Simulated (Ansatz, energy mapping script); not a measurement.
# EuZn2P2: energy mapping under PBEsol+U (9 eV)

Wanted: the magnetic order of EuZn2P2, its couplings and an estimate of its ordering temperature, by PBEsol+U (9 eV).

Calculated with Ansatz 0.2.0; PBEsol with U = 9 eV on Eu f, ortho-atomic projectors; plane waves, U on orthogonalised atomic orbitals unless named otherwise, collinear spin, no spin–orbit coupling.

### Step 1. The structure

Symmetry: P-3m1, No. 164, trigonal system. Conventional cell: a = 4.064 Å, b = 4.064 Å, c = 6.911 Å, α = 90.00°, β = 90.00°, γ = 120.00°. Nearest to Eu lie 6 P at 3.00 Å. Nearest to Zn lie 4 P at 2.44 to 2.51 Å. P has 4 Zn at 2.44 to 2.51 Å and 3 Eu at 3.00 Å nearest. Farther neighbours are not listed.

The cell comes from a database of computed structures, and need not be the one that the compound takes in experiment.

A Hubbard U penalises fractional filling of the shell. It raises the cost of virtual hops to the neighbours, so couplings that rest on such hops usually weaken.

### Step 2. A run to fix the orbital filling

A corrected shell can settle in several orbital fillings. One parallel run, with an occupation width a fifth wider than the orders use, therefore is to supply the occupation matrices. All orders start from them.

The input, input.yaml:

```yaml
crystal:
  lattice:
    - [4.064188119, 0.0, 0.0]
    - [-2.032094059, 3.519690156, 0.0]
    - [0.0, 0.0, 6.91072704]
  atoms:
    - { symbol: Eu, position: [0.0, 0.0, 0.0], spin: 7.0 }
    - { symbol: Zn, position: [0.666666667, 0.333333333, 0.36594143] }
    - { symbol: Zn, position: [0.333333333, 0.666666667, 0.63405857] }
    - { symbol: P, position: [0.666666667, 0.333333333, 0.72976618] }
    - { symbol: P, position: [0.333333333, 0.666666667, 0.27023382] }
magnetization:
  spin_polarized: true
kpoints:
  mp_grid: { grid: [8, 8, 4] }
hamiltonian:
  xc: pbesol
  hubbard:
    sites: [{ species: Eu, l: f, u_eff: 9.0 }]
    projectors: ortho-atomic
scf:
  occupations: { method: fermi_dirac, width: 0.12 }
output:
  eigenvalues: true
```

On the command line:

```
$ ansatz run input.yaml --threads 4 --pin off --max-ram 8192MiB --backend cpu --events-out ev --progress --plain --runs-dir out
```

Numbers of over 12 decimals in the logs are rounded to 6 here.

What it wrote:

```text
Engine: ansatz 0.2.0, aarch64-unknown-linux-gnu
Pseudopotentials: kind: paw
Pseudopotential: Eu, paw, valence charge 17, recommended cutoff 420 eV (normal), Eu.paw.azcp
Pseudopotential: Zn, paw, valence charge 12, recommended cutoff 420 eV (normal), Zn.paw.azcp
Pseudopotential: P, paw, valence charge 5, recommended cutoff 420 eV (normal), P.paw.azcp
Functional definition: PBEsol
  exchange = pbesol_x
  correlation = pbesol_c
Crystal: 5 atoms, lattice volume = 98.856 Å³
Basis set: ecut = 420 eV, 1955 PW (Γ)
Bands: 39, of which v1, the nominal top of the filled ones, is band 26 counted from 1 (25 counted from 0)
Symmetry: 12 space group operations
Space group: P-3m1 (ITA 164), of the structure as read, at distance tolerance 4.6e-5 Å
Magnetic group: BNS 164.85 (UNI 1315), of the structure as read, at distance tolerance 4.6e-5 Å
k-points: 35 of 256
Non-local potential: Eu, projectors of the file, l = 0: 3, l = 1: 2, l = 2: 2, l = 3: 3
Non-local potential: Zn, projectors of the file, l = 0: 2, l = 1: 2, l = 2: 3, l = 3: 1
Non-local potential: P, projectors of the file, l = 0: 2, l = 1: 2, l = 2: 2
PAW form: soft (Blöchl's): semilocal exchange-correlation on the pseudo side does not see the compensation charge
PAW frozen core: Eu, regenerated for the run's functional, and the local potential with it (the file was generated under x = pbe(κ = 0.804, μ = 0.219515), c = pbe(β = 0.066725))
PAW frozen core: Zn, regenerated for the run's functional, and the local potential with it (the file was generated under x = pbe(κ = 0.804, μ = 0.219515), c = pbe(β = 0.066725))
PAW frozen core: P, regenerated for the run's functional, and the local potential with it (the file was generated under x = pbe(κ = 0.804, μ = 0.219515), c = pbe(β = 0.066725))
PAW one-centre angular grid: Eu, 590 points (default); XC on 64 Gauss nodes
PAW one-centre angular grid: Zn, 590 points (default); XC on 64 Gauss nodes
PAW one-centre angular grid: P, 110 points (default); XC on 64 Gauss nodes
Initial density: superposition of atomic densities (chi_scale 0.1, normalization cell, long waves kept (reshape's long-wave potential 0.15 eV rms))
Initial wavefunctions: pseudopotential atomic-orbital guess
Functional: x = pbesol(κ = 0.804, μ = 0.123457), c = pbesol(β = 0.046)
SCF iter   1: F=—  HF=-16708.085205 eV  |F-HF|=—  |Δ(HF+E_count)|=         —  Δρ=4.62e-2 (↑4.62e-2 ↓2.60e-2)  dr2=3.50e0  dr2_m=5.87e-1  M=6.999 μB ∫|m|=7.125 μB  β_m=0.30  ethr=3.10e-3  ⟨swp⟩=6.6  Hψ=13511  notcnv=0  defer=25
preconditioner: auto → Resta (q_TF=auto, 2.443 Å⁻¹)  ε∞=5.4  [insulator: Δε(μ)=0.445 eV  Ē_g=12.485 eV  σ=0.120 eV  W_gap=0.65  n_scr=22 (ndim 8)  ℏωp=26.1 eV  f_vac=0.000  D(μ)=0.11/eV (n_scr^D=0)  ε∞_Penn≈5.4]
[...]
SCF iter   2: F=—  HF=-16709.575929 eV  |F-HF|=—  |Δ(HF+E_count)|=   8.89e-6  Δρ=2.77e-5 (↑2.77e-5 ↓2.42e-5)  dr2=1.59e-5  dr2_m=9.72e-8  M=7.001 μB ∫|m|=7.185 μB  β_m=0.30  ethr=1.15e-8  ⟨swp⟩=2.4  Hψ=4634  notcnv=0
SCF iter   3: F=—  HF=-16709.575928 eV  |F-HF|=—  |Δ(HF+E_count)|=   1.15e-6  Δρ=1.85e-5 (↑1.85e-5 ↓1.81e-5)  dr2=1.00e-5  dr2_m=2.59e-8  M=7.001 μB ∫|m|=7.185 μB  β_m=0.63  ethr=1.15e-8  ⟨swp⟩=1.0  Hψ=2732  notcnv=0
SCF iter   4: F=—  HF=-16709.575927 eV  |F-HF|=—  |Δ(HF+E_count)|=   1.62e-6  Δρ=1.36e-5 (↑1.36e-5 ↓1.09e-5)  dr2=1.47e-6  dr2_m=1.52e-8  M=7.001 μB ∫|m|=7.185 μB  β_m=0.53  ethr=1.15e-8  ⟨swp⟩=2.6  Hψ=4053  notcnv=0
SCF iter   5: F=—  HF=-16709.575926 eV  |F-HF|=—  |Δ(HF+E_count)|=   3.57e-7  Δρ=4.48e-6 (↑4.18e-6 ↓4.48e-6)  dr2=1.50e-7  dr2_m=1.10e-9  M=7.001 μB ∫|m|=7.185 μB  β_m=0.77  ethr=2.87e-9  ⟨swp⟩=2.0  Hψ=3962  notcnv=0
SCF iter   6: F=-16709.575926 eV  HF=-16709.575926 eV  |F-HF|=5.26e-8  |Δ(HF+E_count)|=   2.26e-8  Δρ=4.23e-6 (↑4.23e-6 ↓2.75e-6)  dr2=3.97e-8  dr2_m=2.26e-9  M=7.001 μB ∫|m|=7.185 μB  ethr=1.96e-10  ⟨swp⟩=6.6  Hψ=10772  notcnv=0
SCF 1 converged in 6 iterations: F = -16709.575926 eV  dr2 = 3.97e-8
[...]
SCF converged after 14 iterations (8 of them in the search for the orbital order of the open f shells)
Magnetization: 7.0008 μB (29.0004 up, 21.9996 down)
Absolute magnetization: 7.1864 μB (∫|ρ↑−ρ↓|, with the PAW one-centre terms)
Spin contamination: 0.0188 ħ² per cell (⟨S²⟩ above its minimum at these occupations)
Per-site moments (μB) at R_I (Å): [(6.888082, 1.237051), (-0.00524057, 1.005632), (-0.00524057, 1.005632), (-0.028463, 1.005632), (-0.028463, 1.005632)]
Free energy (F): -16709.575926 eV
Harris-Foulkes:  -16709.575926 eV  (|F-HF|=5.26e-8)
Internal energy: -16709.568767 eV  (E = F + TS)
E sigma→0 (E₀):  -16709.572347 eV
Entropy (-TS):   -0.007159 eV (-1.432 meV/atom)
Fermi energy:    9.923901 eV
--- Per-component energies (eV) ---
  E_band       = 73.170102
  E_kinetic    = 754.733090
  E_local      = -5642.363384  (includes V_loc(G=0)·N_el)
  E_nonlocal   = 1779.191227
  E_hartree    = 2337.177283
  E_xc         = -570.614413
  E_vxc        = -430.558385  (∫ρ·V_xc dr)
  E_hubbard    = 0.242446  (on-site DFT+U / exact-exchange correction)
  E_vhub       = -30.866580  (the Hubbard potential's part of the band-sum identity)
  E_paw        = -10978.324647  (= ΣΔE_a)
  E_vpaw       = -1031.308037  (= ΣTr[D̂ρ^β])
  E_aug_tail   = -0.000732  (compensation charges beyond the density's cutoff)
  E_ewald      = -4391.883370
  E_core_change = 2.273733  (= ΣΔE_core)
  E_smearing   = -0.007159  (= −TS)
  E_closure    = 0.000000  (closes the sum)
  Σ components = -16709.575926   (vs F -16709.575926, Δ=0.00e0)
--- Band table (eV; the first three rows and the last of 70) ---
  k-point 0 ↑: bands = [... 22 lower, 6.9873, 7.0767, 8.1478, 8.1478, 9.8461, 9.8795, 9.8795, 10.6564, ... 9 higher]
  k-point 1 ↑: bands = [... 22 lower, 6.9882, 7.0767, 8.3322, 8.3322, 8.6725, 9.5070, 9.5070, 10.4310, ... 9 higher]
  k-point 2 ↑: bands = [... 22 lower, 7.0767, 7.2745, 7.4370, 8.6988, 8.6988, 8.9976, 8.9976, 10.3462, ... 9 higher]
  k-point 34 ↓: bands = [... 22 lower, 11.7016, 12.2693, 13.5725, 14.2229, 14.8402, 14.9115, 15.9083, 16.3626, ... 9 higher]
Occupation matrices written to <dir>
```

Run time: 9.7 s. Hardware: 4 threads of Arm Neoverse V2, shared host; peak memory 0.56 GiB; 36 s of CPU time.

The column dr2 measures how far the density is from self-consistency, as an energy; F and HF (Harris–Foulkes) agree once it is small.

Numbers from this step:

* final state: ferromagnetic
* electrons in the corrected shells: 6.967 e
* largest moment: 6.888 μB

### Step 3. Run 1 (parallel; cell A, 10 atoms)

The parallel order is the zero of energy for this cell and mesh.

The input, input.yaml:

```yaml
crystal:
  lattice:
    - [-4.064188119, 0.0, 0.0]
    - [0.0, 0.0, -6.91072704]
    - [-1.0e-09, -7.039380312, 0.0]
  atoms:
    - { symbol: Eu, position: [0.5, 0.0, 0.5], spin: 7.0 }
    - { symbol: Eu, position: [0.0, 0.0, 0.0], spin: 7.0 }
    - { symbol: Zn, position: [0.0, 0.63405857, 0.333333334] }
    - { symbol: Zn, position: [0.499999999, 0.63405857, 0.833333334] }
    - { symbol: Zn, position: [0.500000001, 0.36594143, 0.166666666] }
    - { symbol: Zn, position: [0.0, 0.36594143, 0.666666666] }
    - { symbol: P, position: [0.0, 0.27023382, 0.333333334] }
    - { symbol: P, position: [0.499999999, 0.27023382, 0.833333334] }
    - { symbol: P, position: [0.500000001, 0.72976618, 0.166666666] }
    - { symbol: P, position: [0.0, 0.72976618, 0.666666666] }
magnetization:
  spin_polarized: true
kpoints:
  mp_grid: { grid: [7, 4, 4] }
hamiltonian:
  xc: pbesol
  hubbard:
    sites:
      - { species: Eu, l: f, u_eff: 9.0 }
      - { site: 0, l: f, u_eff: 9.0, starting_ns: [{ spin: up, occupation_matrix: eu1_major }, { spin: down, occupation_matrix: eu1_minor }] }
      - { site: 1, l: f, u_eff: 9.0, starting_ns: [{ spin: up, occupation_matrix: eu1_major }, { spin: down, occupation_matrix: eu1_minor }] }
    projectors: ortho-atomic
    occupation_matrices:
      eu1_major:
        matrix:
          - [0.995, 0.0, 0.0, 0.0, 0.0, 0.0, 0.001]
          - [0.0, 0.993, 0.0, 0.0, -0.002, 0.0, 0.0]
          - [0.0, 0.0, 0.993, -0.002, 0.0, 0.0, 0.0]
          - [0.0, 0.0, -0.002, 0.993, 0.0, 0.0, 0.0]
          - [0.0, -0.002, 0.0, 0.0, 0.993, 0.0, 0.0]
          - [0.0, 0.0, 0.0, 0.0, 0.0, 0.995, 0.0]
          - [0.001, 0.0, 0.0, 0.0, 0.0, 0.0, 0.994]
      eu1_minor:
        matrix:
          - [0.002, 0.0, 0.0, 0.0, 0.0, 0.0, -0.001]
          - [0.0, 0.001, 0.0, 0.0, 0.0, 0.0, 0.0]
          - [0.0, 0.0, 0.001, 0.0, 0.0, 0.0, 0.0]
          - [0.0, 0.0, 0.0, 0.002, 0.0, 0.0, 0.0]
          - [0.0, 0.0, 0.0, 0.0, 0.002, 0.0, 0.0]
          - [0.0, 0.0, 0.0, 0.0, 0.0, 0.001, 0.0]
          - [-0.001, 0.0, 0.0, 0.0, 0.0, 0.0, 0.002]
scf:
  occupations: { method: fermi_dirac, width: 0.1 }
output:
  eigenvalues: true
```

What it wrote:

```text
[...]
Crystal: 10 atoms, lattice volume = 197.712 Å³
Basis set: ecut = 420 eV, 3889 PW (Γ)
Bands: 70, of which v1, the nominal top of the filled ones, is band 51 counted from 1 (50 counted from 0)
Symmetry: 8 space group operations
[...]
k-points: 40 of 112
[...]
Starting moments: Σ|m| = 14 μB on 2 of 10 sites
[...]
SCF iter   1: F=—  HF=-33419.047564 eV  |F-HF|=—  |Δ(HF+E_count)|=         —  Δρ=2.10e-1 (↑2.10e-1 ↓1.58e-1)  dr2=1.96e1  dr2_m=5.97e1  M=14.040 μB ∫|m|=15.207 μB  β_m=1.00  ethr=3.10e-3  ⟨swp⟩=8.6  Hψ=26870  notcnv=0  defer=1
[...]
SCF iter  10: F=—  HF=-33419.092633 eV  |F-HF|=—  |Δ(HF+E_count)|=   5.69e-2  Δρ=6.38e-4 (↑6.38e-4 ↓4.43e-4)  dr2=6.39e-4  dr2_m=3.93e-4  M=14.000 μB ∫|m|=14.371 μB  β_m=0.30  ethr=1.75e-6  ⟨swp⟩=2.1  Hψ=8830  notcnv=0  defer=441
[...]
spin-set hold released at iteration 10 (site moments contracting): the magnetisation degrees of freedom join the quasi-Newton model from the next iteration; the mixer history was flushed
SCF iter  11: F=—  HF=-33419.120884 eV  |F-HF|=—  |Δ(HF+E_count)|=   2.83e-2  Δρ=4.55e-4 (↑3.33e-4 ↓4.55e-4)  dr2=4.46e-4  dr2_m=1.88e-4  M=14.000 μB ∫|m|=14.372 μB  β_m=0.65  ethr=6.27e-7  ⟨swp⟩=2.0  Hψ=9186  notcnv=0  defer=441
[...]
SCF iter  18: F=-33419.150145 eV  HF=-33419.150145 eV  |F-HF|=2.21e-9  |Δ(HF+E_count)|=   1.98e-8  Δρ=6.81e-7 (↑4.89e-7 ↓6.81e-7)  dr2=5.02e-9  dr2_m=9.66e-11  M=14.000 μB ∫|m|=14.369 μB  ethr=9.80e-11  ⟨swp⟩=17.2  Hψ=32148  notcnv=0
the search or the solves at the SCF's close seem to have found levels that the self-consistency loop had missed (the run counts 1). By its estimate they hold under 1e-12 electrons; where the run keeps them, the occupations were computed again with them
SCF 1 converged in 18 iterations: F = -33419.150145 eV  dr2 = 5.02e-9
[...]
SCF converged after 18 iterations
Magnetization: 14.0003 μB (58.0001 up, 43.9999 down)
Absolute magnetization: 14.3711 μB (∫|ρ↑−ρ↓|, with the PAW one-centre terms)
[...]
Per-site moments (μB) at R_I (Å): [(6.887943, 1.237051), (6.887943, 1.237051), (-0.00527767, 1.005632), (-0.00527767, 1.005632), (-0.00527767, 1.005632), (-0.00527767, 1.005632), (-0.028331, 1.005632), (-0.028331, 1.005632), (-0.028331, 1.005632), (-0.028331, 1.005632)]
Free energy (F): -33419.150145 eV
[...]
Internal energy: -33419.142282 eV  (E = F + TS)
E sigma→0 (E₀):  -33419.146214 eV
Entropy (-TS):   -0.007863 eV (-0.786 meV/atom)
Fermi energy:    9.965166 eV
[...]
--- Specified on-site occupations, and those of the state reported ---
  electrons in the specified blocks: 13.9340 specified, 13.9342 found
  site 0 (l=f) ↓: largest change of an orbital's occupation 0.0009; electrons 0.0110 specified, 0.0106 found; spectral distance 0.0011
[...]
site 0 (l=f) ↑: largest change of an orbital's occupation 0.0005; electrons 6.9560 specified, 6.9565 found; spectral distance 0.0005
[...]
--- Band table (eV; the first three rows and the last of 80) ---
  k-point 0 ↑: bands = [... 47 lower, 7.0462, 7.0770, 7.2425, 7.3050, 7.7100, 7.9673, 8.1482, 8.1483, ... 15 higher]
  k-point 1 ↑: bands = [... 47 lower, 7.0017, 7.0405, 7.1249, 7.3747, 7.7416, 7.9689, 8.0702, 8.1861, ... 15 higher]
  k-point 2 ↑: bands = [... 47 lower, 6.9833, 7.0276, 7.0276, 7.4804, 7.4804, 7.8864, 7.8864, 8.7219, ... 15 higher]
  k-point 39 ↓: bands = [... 47 lower, 11.5123, 12.3869, 12.3869, 12.8071, 12.8071, 14.0318, 14.0318, 15.8857, ... 15 higher]
Occupation matrices written to <dir>
```

Elapsed: 41 s, on 4 threads; peak memory 1.3 GiB; 2.5 min of CPU time.

Spin moment in the sphere by atom:

```
atom  spin moment in the sphere (μB)
 Eu1                            6.89
 Eu2                            6.89
 Zn3                           -0.01
 Zn4                           -0.01
 Zn5                           -0.01
 Zn6                           -0.01
  P7                           -0.03
  P8                           -0.03
  P9                           -0.03
 P10                           -0.03
```

The run ends ferromagnetic.

### Step 4. Run 2 (compensated +−; cell A, 10 atoms)

This order reverses 4 of the 6 neighbours at 4.06 Å, 0 of the 2 neighbours at 6.91 Å and 8 of the 12 neighbours at 8.02 Å, counted for an average magnetic atom.

input.yaml: that of step 3 with these lines changed.

```diff
@@ -7,3 +7,3 @@
     - { symbol: Eu, position: [0.5, 0.0, 0.5], spin: 7.0 }
-    - { symbol: Eu, position: [0.0, 0.0, 0.0], spin: 7.0 }
+    - { symbol: Eu, position: [0.0, 0.0, 0.0], spin: -7.0 }
     - { symbol: Zn, position: [0.0, 0.63405857, 0.333333334] }
@@ -26,3 +26,3 @@
       - { site: 0, l: f, u_eff: 9.0, starting_ns: [{ spin: up, occupation_matrix: eu1_major }, { spin: down, occupation_matrix: eu1_minor }] }
-      - { site: 1, l: f, u_eff: 9.0, starting_ns: [{ spin: up, occupation_matrix: eu1_major }, { spin: down, occupation_matrix: eu1_minor }] }
+      - { site: 1, l: f, u_eff: 9.0, starting_ns: [{ spin: up, occupation_matrix: eu1_minor }, { spin: down, occupation_matrix: eu1_major }] }
     projectors: ortho-atomic
```

What it wrote:

```text
[...]
Crystal: 10 atoms, lattice volume = 197.712 Å³
Basis set: ecut = 420 eV, 3889 PW (Γ)
Bands: 70, of which v1, the nominal top of the filled ones, is band 51 counted from 1 (50 counted from 0)
Symmetry: 4 space group operations
[...]
k-points: 40 of 112
[...]
Starting moments: Σ|m| = 14 μB on 2 of 10 sites
Starting magnetic order: antiferromagnet; a translation exchanges its spin sublattices: spin-degenerate at every k-point
[...]
SCF iter   1: F=—  HF=-33419.195010 eV  |F-HF|=—  |Δ(HF+E_count)|=         —  Δρ=1.86e-1 (↑1.86e-1 ↓1.86e-1)  dr2=1.97e1  dr2_m=5.98e1  M=0.000 μB ∫|m|=14.859 μB  β_m=1.00  ethr=3.10e-3  ⟨swp⟩=7.5  Hψ=13914  notcnv=0  defer=17
[...]
SCF iter  16: F=-33419.142047 eV  HF=-33419.142047 eV  |F-HF|=1.23e-8  |Δ(HF+E_count)|=   8.22e-7  Δρ=2.57e-6 (↑2.57e-6 ↓2.57e-6)  dr2=6.15e-8  dr2_m=1.60e-9  M=0.000 μB ∫|m|=14.247 μB  ethr=9.80e-11  ⟨swp⟩=19.2  Hψ=19912  notcnv=0
SCF 1 converged in 16 iterations: F = -33419.142047 eV  dr2 = 6.15e-8
[...]
SCF converged after 16 iterations
Magnetization: 0.0000 μB (51.0000 up, 51.0000 down)
Absolute magnetization: 14.2508 μB (∫|ρ↑−ρ↓|, with the PAW one-centre terms)
[...]
Per-site moments (μB) at R_I (Å): [(6.886459, 1.237051), (-6.886459, 1.237051), (0.00152368, 1.005632), (-0.00152368, 1.005632), (-0.00152368, 1.005632), (0.00152368, 1.005632), (-0.00529096, 1.005632), (0.00529096, 1.005632), (0.00529096, 1.005632), (-0.00529096, 1.005632)]
Free energy (F): -33419.142047 eV
[...]
Internal energy: -33419.135651 eV  (E = F + TS)
E sigma→0 (E₀):  -33419.138849 eV
Entropy (-TS):   -0.006396 eV (-0.640 meV/atom)
Fermi energy:    9.973015 eV
[...]
--- Specified on-site occupations, and those of the state reported ---
  electrons in the specified blocks: 13.9340 specified, 13.9364 found
[...]
--- Band table (eV; the first three rows and the last of 80) ---
  k-point 0 ↑: bands = [... 47 lower, 8.1900, 9.7515, 9.7550, 9.7624, 10.2261, 10.5589, 11.1365, 11.6692, ... 15 higher]
  k-point 1 ↑: bands = [... 47 lower, 8.1885, 8.5640, 9.3541, 9.4125, 10.3907, 11.2469, 11.4162, 12.3000, ... 15 higher]
  k-point 2 ↑: bands = [... 47 lower, 8.5428, 8.5758, 8.7928, 8.8357, 10.7474, 11.0160, 12.0160, 12.2840, ... 15 higher]
  k-point 39 ↓: bands = [... 47 lower, 8.6510, 8.6517, 8.7985, 8.8431, 10.5021, 10.5222, 11.5171, 11.5525, ... 15 higher]
Occupation matrices written to <dir>
```

Elapsed: 19 s, on 4 threads; peak memory 1.3 GiB; 72 s of CPU time.

Spin moment in the sphere by atom:

| atom | spin moment in the sphere (μB) |
| --- | --- |
| Eu1 | 6.89 |
| Eu2 | -6.89 |
| Zn3 | 0.00 |
| Zn4 | 0.00 |
| Zn5 | 0.00 |
| Zn6 | 0.00 |
| P7 | -0.01 |
| P8 | 0.01 |
| P9 | 0.01 |
| P10 | -0.01 |

The run ends antiferromagnetic, 3.68 meV a magnetic atom above the parallel order of its cell (energies taken at zero occupation width, not the printed F).

(Part 1 of 3 ends here.)

[Logs and program files are shortened in this print: banners, set-up blocks, solver, clock and traceback lines can be left out without a mark of their own.]

[Logs are printed without paths, hosts, clocks, repeated set-up lines and the standing remarks that a program may print on its own settings, such as how far it seeks lower states.]

[Hosts, paths, dates, database ids (printed as entryN), source tags and the programs' standing remarks are cut or masked in the printed files.]

[Where a cell is said to come from a database of computed structures, the database is the Materials Project.]
